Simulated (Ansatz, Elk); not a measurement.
**How far do independent atoms describe Mg2V2Bi?**

The structure of Mg2V2Bi used here is made up (a known structure type with other elements) and was relaxed beforehand with PBEsol. The aim is the Fourier transform of its all-electron density, F(hkl), set beside the sum over free spherical atoms that refinements use.

Method: DFT, PBE, all-electron APW+lo, Dirac cores, scalar-relativistic bands, static density, no spin, in Elk 11.2.3 (patched build).

The structure was built from a prototype and need not be the compound's stable phase.

### Step 1. The structure

It takes space group I4/mmm (No. 139, tetragonal). Conventional cell: a = 4.138 Å, b = 4.138 Å, c = 12.138 Å, α = 90.00°, β = 90.00°, γ = 90.00°. Nearest to Bi lie 8 V at 3.05 Å. Nearest to V lie 1 V at 1.74 Å and 4 Mg at 3.00 Å and 4 Bi at 3.05 Å. Mg has 4 Mg at 2.93 Å and 4 V at 3.00 Å nearest. Farther neighbours are not listed.

### Step 2. Ground state and structure factors

An all-electron density is needed, since X-rays see the cores too. Task 0 finds the density and task 195 Fourier-transforms it; tshift is off so that phases refer to the origin typed.

elk.in reads:

```
tasks
  0
  195

xctype
  20

spinpol
  .false.

rgkmax
  7.0

gmaxvr
  14.0

lmaxo
  7

lmaxapw
  8

swidth
  0.002

tshift
  .false.

ramdisk
  .false.

hmaxvr
  5.5

maxscl
  120

epspot
  1e-06

sppath
  './'

avec
  -3.91019919603 3.91019919603 11.46831585907
  3.91019919603 -3.91019919603 11.46831585907
  3.91019919603 3.91019919603 -11.46831585907

atoms
  3
  'Bi.in'
  1
  0.0000000000 0.0000000000 0.0000000000   0.000000 0.000000 0.000000
  'V.in'
  2
  0.5715486689 0.5715486689 0.0000000000   0.000000 0.000000 0.000000
  0.4284513311 0.4284513311 0.0000000000   0.000000 0.000000 0.000000
  'Mg.in'
  2
  0.2500000000 0.7500000000 0.5000000000   0.000000 0.000000 0.000000
  0.7500000000 0.2500000000 0.5000000000   0.000000 0.000000 0.000000

ngridk
  8 8 8
```

Command:

```console
$ OMP_NUM_THREADS=4 elk
```

Numbers of over 12 decimals in the logs are rounded to 6 here.

What it wrote:

```text
┌─────────────────────────┐
│ Elk code version 11.2.3 │
└─────────────────────────┘

All units are atomic (Hartree, Bohr, etc.)

┌─────────────────────────────────────────────────┐
│ Ground-state run starting from atomic densities │
└─────────────────────────────────────────────────┘

Lattice vectors :
  -3.910199196       3.910199196       11.46831586
   3.910199196      -3.910199196       11.46831586
   3.910199196       3.910199196      -11.46831586

Reciprocal lattice vectors :
 -0.1722950827E-16  0.8034354508      0.2739367046
  0.8034354508     -0.1722950827E-16  0.2739367046
  0.8034354508      0.8034354508     -0.2740537265E-17

Unit cell volume      :    701.3864979
Brillouin zone volume :   0.3536569554

Muffin-tin inner radius fraction :   0.1000000000E-01

Nuclei treated as point charges

Species : 1 (Bi)
 parameters loaded from : Bi.in
 name : bismuth
 nuclear charge    :   -83.00000000
 electronic charge :    83.00000000
 atomic mass :    380947.9285
 muffin-tin radius :    2.800000000
 number of radial points in muffin-tin :   1393
 inner part over the whole radius :   0.9976520004E-02
 number on inner part of muffin-tin    :   1001
 approximate nuclear radius :   0.1052171418E-03
 number of mesh points to nuclear radius :    526
 atomic positions (lattice), magnetic fields (Cartesian) :
  1 :   0.00000000  0.00000000  0.00000000    0.00000000  0.00000000  0.00000000

Species : 2 (V)
 parameters loaded from : V.in
 name : vanadium
 nuclear charge    :   -23.00000000
 electronic charge :    23.00000000
 atomic mass :    92860.67382
 muffin-tin radius :    1.616085468
 number of radial points in muffin-tin :    993
 inner part over the whole radius :   0.9869344065E-02
 number on inner part of muffin-tin    :    691
 approximate nuclear radius :   0.6897515165E-04
 number of mesh points to nuclear radius :    335
 atomic positions (lattice), magnetic fields (Cartesian) :
  1 :  -0.42845133 -0.42845133  0.00000000    0.00000000  0.00000000  0.00000000
  2 :   0.42845133  0.42845133  0.00000000    0.00000000  0.00000000  0.00000000

Species : 3 (Mg)
 parameters loaded from : Mg.in
 name : magnesium
 nuclear charge    :   -12.00000000
 electronic charge :    12.00000000
 atomic mass :    44305.30466
 muffin-tin radius :    2.200000000
 number of radial points in muffin-tin :    793
 inner part over the whole radius :   0.9941530515E-02
 number on inner part of muffin-tin    :    552
 approximate nuclear radius :   0.5710277704E-04
 number of mesh points to nuclear radius :    241
 atomic positions (lattice), magnetic fields (Cartesian) :
  1 :   0.25000000 -0.25000000  0.50000000    0.00000000  0.00000000  0.00000000
  2 :  -0.25000000  0.25000000  0.50000000    0.00000000  0.00000000  0.00000000

Total number of atoms per unit cell :    5
Total muffin-tin volume :    216.5167438
 ratio of muffin-tin to unit cell volume :   0.3086981919

Spin treatment :
 spin-unpolarised

Number of Bravais lattice symmetries :   16
Number of crystal symmetries         :   16
Crystal has inversion symmetry
Real symmetric eigensolver will be used

k-point grid :      8     8     8
k-point offset :    0.000000000       0.000000000       0.000000000
k-point set is reduced with full crystal symmetry group
Total number of k-points :       59

Muffin-tin radius times maximum |G+k| :    7.000000000
 using average radius
Maximum |G+k| for APW functions       :    3.355006375
Maximum (1/2)|G+k|²                   :    5.628033889
Maximum |G| for potential and density :    14.00000000
Constant for pseudocharge density :   10
 order of it for each species :   17  17  17
 order of it for pair densities of each species (exact exchange by exxq0 0: 18) :   17   4  11
Radial integration step length :    1

G-vector grid sizes :     60    60    60
Number of G-vectors :    32507

Maximum angular momentum used for
 APW functions            :    8
 outer part of muffin-tin :    7
 inner part of muffin-tin :    2

Total nuclear charge    :   -153.0000000
[...]
correlation                 :     -8.090126
 electron entropic           :    -0.15047779635874E-02
 total energy                :     -23882.479260247

Density of states at Fermi energy :    116.9890973
 (states/Hartree/unit cell)

Estimated indirect band gap :   0.6514662660E-03
 from k-point 7 to k-point 57
Estimated direct band gap   :   0.3283662731E-02
 at k-point 27

Charges :
 core                        :    92.00000000
 valence                     :    61.00000000
 interstitial                :    10.72474991
 muffin-tins (core leakage)
  species : 1 (Bi)
   atom 1                    :    80.82316356     (  0.7230853043E-03)
  species : 2 (V)
[...]
species : 3 (Mg)
[...]
total in muffin-tins        :    142.2752501
 total calculated charge     :    152.9991272
 total charge                :    153.0000000
 error                       :   0.8727694714E-03

RMS change in Kohn-Sham potential (target) :   0.5645079446     (  0.1000000000E-05)
Absolute change in total energy (target)   :   0.3513308997     (  0.1000000000E-03)

[... loops 3 to 17 left out ...]

┌──────────────────┐
│ Loop number : 18 │
└──────────────────┘

Energies :
 Fermi                       :     0.266830
 sum of occupied eigenvalues :     -14690.137581714
 electron kinetic            :      27566.182674749
 core electron kinetic       :      27119.975956690
 Coulomb                     :     -50924.054200031
 Coulomb potential           :     -41573.936952267
 nuclear-nuclear             :     -1643.8311724577
 electron-nuclear            :     -57012.000064021
 Hartree                     :      7731.7770364481
 Madelung                    :     -30137.085723898
 xc potential                :     -682.38330419610
 exchange                    :     -514.54691611891
 correlation                 :     -8.079513
 electron entropic           :    -0.12524607969704E-02
 total energy                :     -23880.499207233

Density of states at Fermi energy :    97.60633731
 (states/Hartree/unit cell)

Estimated indirect band gap :   0.8931552687E-03
 from k-point 31 to k-point 3
Estimated direct band gap   :   0.1831521967E-02
 at k-point 12

Charges :
 core                        :    92.00000000
 valence                     :    61.00000000
 interstitial                :    11.24430282
 muffin-tins (core leakage)
  species : 1 (Bi)
[...]
species : 2 (V)
[...]
species : 3 (Mg)
[...]
total in muffin-tins        :    141.7556972
 total calculated charge     :    152.9991254
 total charge                :    153.0000000
 error                       :   0.8746425199E-03

RMS change in Kohn-Sham potential (target) :   0.7325932924E-07 (  0.1000000000E-05)
Absolute change in total energy (target)   :   0.3716319043E-04 (  0.1000000000E-03)

Convergence targets achieved

┌──────────────────┐
│ Loop number : 19 │
└──────────────────┘

Energies :
 Fermi                       :     0.266830
 sum of occupied eigenvalues :     -14690.137581009
 electron kinetic            :      27566.182674114
 core electron kinetic       :      27119.975959476
 Coulomb                     :     -50924.054196435
 Coulomb potential           :     -41573.936961321
 nuclear-nuclear             :     -1643.8311724577
 electron-nuclear            :     -57012.000047645
 Hartree                     :      7731.7770236676
 Madelung                    :     -30137.085715775
 xc potential                :     -682.38329380185
 exchange                    :     -514.54691569712
 correlation                 :     -8.079513
 electron entropic           :    -0.12524602589685E-02
 total energy                :     -23880.499203848

Density of states at Fermi energy :    97.60627882
 (states/Hartree/unit cell)

Estimated indirect band gap :   0.8931368215E-03
 from k-point 31 to k-point 3
Estimated direct band gap   :   0.1831545295E-02
 at k-point 12

Charges :
 core                        :    92.00000000
 valence                     :    61.00000000
 interstitial                :    11.24430320
 muffin-tins (core leakage)
  species : 1 (Bi)
[...]
species : 2 (V)
[...]
atom 2                    :    19.70519793     (  0.1193145314E-05)
  species : 3 (Mg)
   atom 1                    :    10.51277623     ( -0.9828258341E-07)
   atom 2                    :    10.51277623     ( -0.9828258341E-07)
 total in muffin-tins        :    141.7556968
 total calculated charge     :    152.9991254
 total charge                :    153.0000000
 error                       :   0.8746424925E-03

┌──────────────────────────────┐
│ Self-consistent loop stopped │
└──────────────────────────────┘

Warning : core states of species 1 leak from the muffin-tin :   0.6801346700E-03

Wrote STATE.OUT
```

Run time: 66 s. Hardware: 4 threads of Intel Xeon 6975P-C (Granite Rapids), shared host; peak memory 0.27 GiB.

SFACRHO.OUT:

```text

h k l indices transformed by vhmat matrix:
   1.000000000       0.000000000       0.000000000    
   0.000000000       1.000000000       0.000000000    
   0.000000000       0.000000000       1.000000000    

      h      k      l  multipl.   |H|            Re(F)            Im(F)           |F|

      0      0      0      1   0.0000000       153.00000      0.20832454E-15   153.00000    
      1      1     -1      2  0.54787341       84.557674      0.10826231E-15   84.557674    
     -1      0      0      8  0.84885207       40.636984     -0.12167116E-14   40.636984    
     -2     -2      2      2   1.0957468       83.625932     -0.46090928E-14   83.625932    
      1     -1      0      4   1.1362293       90.556909     -0.34436779E-16   90.556909    
     -1     -2      2      8   1.1492956       64.376387      -0.0000000       64.376387    
     -1     -1      2      8   1.2614208       110.27391     -0.43930129E-14   110.27391    
      3      1     -2      8   1.5785050       43.819649     -0.14759657E-13   43.819649    
     -2     -3      3      8   1.5879362       86.292561     -0.24334232E-14   86.292561    
     -1      1      1      4   1.6068709       114.48972     -0.15489167E-14   114.48972    
     -3     -3      3      2   1.6436202       22.933897      0.20224785E-13   22.933897    
     -2      0      0      8   1.6977041       68.834076     -0.12086913E-14   68.834076    
      0      1      1     16   1.8173013       37.730961      -0.0000000       37.730961    
      3      1     -3      8   1.9449152       71.629007      0.12211674E-13   71.629007    
     -1     -2      0     16   1.9755795       56.412435      -0.0000000       56.412435    
     -4     -2      3      8   1.9981252       52.317192     -0.12081186E-13   52.317192    
      4      3     -3      8   2.0790703       88.318006      -0.0000000       88.318006    
      4      4     -4      2   2.1914936       51.324290      0.70177833E-14   51.324290
```

Elk indexes on the primitive cell of elk.in and gives |H| = 4π sin θ/λ in inverse bohr. Below, one row stands for each form hkl of the conventional cell (m members, Friedel mates merged), F is for one primitive cell and the density is static (no thermal factor). Free-atom factors are Waasmaier and Kirfel's, and R is Σm||F|−|F'||/Σm|F|.

| hkl | m | sin θ/λ (Å⁻¹) | abs F, DFT | neutral atoms | diff. |
| --- | --- | --- | --- | --- | --- |
| 002 | 2 | 0.082 | 84.558 | 84.328 | +0.230 |
| 101 | 8 | 0.128 | 40.637 | 41.187 | -0.550 |
| 004 | 2 | 0.165 | 83.626 | 83.454 | +0.172 |
| 110 | 4 | 0.171 | 90.557 | 90.198 | +0.359 |
| 103 | 8 | 0.173 | 64.376 | 64.571 | -0.194 |
| 112 | 8 | 0.190 | 110.274 | 110.396 | -0.122 |
| 114 | 8 | 0.237 | 43.820 | 43.575 | +0.245 |
| 105 | 8 | 0.239 | 86.293 | 86.881 | -0.588 |
| 200 | 4 | 0.242 | 114.490 | 114.657 | -0.167 |
| 006 | 2 | 0.247 | 22.934 | 22.124 | +0.810 |
| 202 | 8 | 0.255 | 68.834 | 68.825 | +0.009 |
| 211 | 16 | 0.273 | 37.731 | 37.794 | -0.063 |
| 204 | 8 | 0.292 | 71.629 | 71.636 | -0.007 |
| 213 | 16 | 0.297 | 56.412 | 56.420 | -0.008 |
| 116 | 8 | 0.300 | 52.317 | 51.964 | +0.354 |
| 107 | 8 | 0.313 | 88.318 | 88.854 | -0.536 |
| 008 | 2 | 0.330 | 51.324 | 50.673 | +0.651 |
| 215 | 16 | 0.340 | 75.818 | 75.827 | -0.009 |

### Step 3. The highest occupied states alone

An energy window below the Fermi level keeps the highest occupied states, to see at which angles they scatter; shallow core shells can lie inside it and anion s states outside. No new self-consistency is needed.

Changes to elk.in since step 2:

```diff
@@ -1,3 +1,2 @@
 tasks
-  0
   195
@@ -40,2 +39,5 @@
 
+wsfac
+  -0.174160 0.566830
+
 sppath
```

Command:

```console
$ OMP_NUM_THREADS=4 elk
```

What it wrote:

```text
┌─────────────────────────────────┐
│ Elk code version 11.2.3 started │
└─────────────────────────────────┘

Info(readinput): the functional depends on the density's gradient
 muffin-tin radial points multiplied by    2.00000
 (not where nrmtscf is given)

┌────────────────────┐
│ Current task : 195 │
└────────────────────┘
Info(checkmt): changed muffin-tin radius of species 2 (V) from   2.4000 to   1.6161

Info(sfacrho): density structure factors written to SFACRHO.OUT

 Energy window :  -0.1741600000      0.5668300000

┌──────────────────┐
│ Elk code stopped │
└──────────────────┘
```

Elapsed: 8.7 s, on 4 threads; peak memory 0.18 GiB.

States within 12 eV below the Fermi level hold 19.00 electrons; any levels below the window count with the cores. Their amplitudes can exceed the total, where window and core parts have opposite phase:

| hkl | sin θ/λ (Å⁻¹) | abs F, window | abs F, all |
| --- | --- | --- | --- |
| 002 | 0.082 | 5.823 | 84.558 |
| 101 | 0.128 | 3.345 | 40.637 |
| 004 | 0.165 | 0.389 | 83.626 |
| 110 | 0.171 | 4.818 | 90.557 |
| 103 | 0.173 | 0.108 | 64.376 |
| 112 | 0.190 | 2.588 | 110.274 |
| 114 | 0.237 | 0.373 | 43.820 |
| 105 | 0.239 | 1.164 | 86.293 |
| 200 | 0.242 | 2.294 | 114.490 |
| 006 | 0.247 | 1.447 | 22.934 |

### Step 4. Another functional

The difference from free atoms is small, so it is set against the change that PBEsol makes.

Changes to elk.in since step 3:

```diff
@@ -1,2 +1,3 @@
 tasks
+  0
   195
@@ -4,3 +5,3 @@
 xctype
-  20
+  22
 
@@ -39,5 +40,2 @@
 
-wsfac
-  -0.174160 0.566830
-
 sppath
```

Command:

```console
$ OMP_NUM_THREADS=4 elk
```

What it wrote:

```text
┌─────────────────────────┐
│ Elk code version 11.2.3 │
└─────────────────────────┘

All units are atomic (Hartree, Bohr, etc.)

┌─────────────────────────────────────────────────┐
│ Ground-state run starting from atomic densities │
└─────────────────────────────────────────────────┘

Lattice vectors :
  -3.910199196       3.910199196       11.46831586
   3.910199196      -3.910199196       11.46831586
   3.910199196       3.910199196      -11.46831586

Reciprocal lattice vectors :
 -0.1722950827E-16  0.8034354508      0.2739367046
[...]
species : 1 (Bi)
[...]
species : 2 (V)
[...]
species : 3 (Mg)
   atom 1                    :    10.51087051     ( -0.9828258563E-07)
   atom 2                    :    10.51087051     ( -0.9828258563E-07)
 total in muffin-tins        :    141.7343211
 total calculated charge     :    152.9991161
 total charge                :    153.0000000
 error                       :   0.8838840645E-03

┌──────────────────────────────┐
│ Self-consistent loop stopped │
└──────────────────────────────┘

Warning : core states of species 1 leak from the muffin-tin :   0.6842077953E-03

Wrote STATE.OUT
[key lines of the parts left out:]
total energy                :     -23871.923920060
```

Elapsed: 67 s, on 4 threads; peak memory 0.27 GiB; 3.6 min of CPU time.

Against the first run R = 0.01 %; the largest change is -0.031 at 200.

### Step 5. Basis size

A smaller basis shows how fast F responds to it; the change is likely larger than the basis error of the first run, but doesn't show convergence.

Changes to elk.in since step 4:

```diff
@@ -5,3 +5,3 @@
 xctype
-  22
+  20
 
@@ -11,3 +11,3 @@
 rgkmax
-  7.0
+  5.5
```

Command:

```console
$ OMP_NUM_THREADS=4 elk
```

What it wrote:

```text
┌─────────────────────────┐
│ Elk code version 11.2.3 │
└─────────────────────────┘

All units are atomic (Hartree, Bohr, etc.)

┌─────────────────────────────────────────────────┐
│ Ground-state run starting from atomic densities │
└─────────────────────────────────────────────────┘

Lattice vectors :
  -3.910199196       3.910199196       11.46831586
   3.910199196      -3.910199196       11.46831586
   3.910199196       3.910199196      -11.46831586

Reciprocal lattice vectors :
 -0.1722950827E-16  0.8034354508      0.2739367046
[...]
species : 1 (Bi)
[...]
species : 2 (V)
[...]
species : 3 (Mg)
   atom 1                    :    10.51003792     ( -0.9828258740E-07)
   atom 2                    :    10.51003792     ( -0.9828258740E-07)
 total in muffin-tins        :    141.1896501
 total calculated charge     :    152.9991356
 total charge                :    153.0000000
 error                       :   0.8643840406E-03

┌──────────────────────────────┐
│ Self-consistent loop stopped │
└──────────────────────────────┘

Warning : core states of species 1 leak from the muffin-tin :   0.6804321353E-03

Wrote STATE.OUT
[key lines of the parts left out:]
total energy                :     -23879.527656566
```

The job ended after 47 s (4 threads; peak memory 0.24 GiB).

Against the first run R = 0.14 %; the largest change is +0.373 at 006.

### Step 6. Settings against the effect

| run | R against the first run (%) | R against neutral atoms, low angle (%) | wall time |
| --- | --- | --- | --- |
| PBE, rgkmax 7 | 0.00 | 0.29 | 66 s |
| PBEsol | 0.01 | 0.30 | 67 s |
| rgkmax 5.5 | 0.14 | 0.43 | 47 s |

### Step 7. What came out

* R against neutral atoms, sin θ/λ < 0.3 Å⁻¹: 0.29 %
* R against neutral atoms, 0.3 to 0.77 Å⁻¹: 0.16 %

What this shows: Independent neutral atoms miss the calculated amplitudes by R = 0.29 % below 0.3 Å⁻¹ and 0.16 % from there to 0.77 Å⁻¹; by shells, 0.98 % below 0.15 Å⁻¹ (2 forms), 0.24 % 0.15 to 0.3 (12 forms), 0.23 % 0.3 to 0.45 (22 forms), 0.14 % above 0.45 (113 forms). Bonding, aspherical density and the tables' own atoms all enter these figures, and the runs don't part them. The largest change of an amplitude is +0.81 electrons, at 006. The window's part falls from 19.0 electrons at the origin to at most 0.76 between 0.45 and 0.77 Å⁻¹. Below 0.3 Å⁻¹ the changes that finished (PBEsol and rgkmax 5.5) move F by R = 0.28 % at most, against the 0.29 % that separates it from free atoms, so the difference from free atoms isn't resolved. A single amplitude moves by up to 0.37 electrons, against 0.81 for the largest difference from free atoms. The k-mesh has no finished test. These runs have no spin, though d or f shells may be open. Spin-orbit coupling is left out, which can matter for elements this heavy. Part of the difference isn't bonding: the tables are fits to free atoms and ions calculated by other methods than this functional. Thermal motion, anomalous dispersion and extinction are left out.

[Logs are printed without paths, hosts, clocks, repeated set-up lines and the standing remarks that a program may print on its own settings, such as how far it seeks lower states.]

[Hosts, paths, dates, database ids (printed as entryN), source tags and the programs' standing remarks are cut or masked in the printed files.]
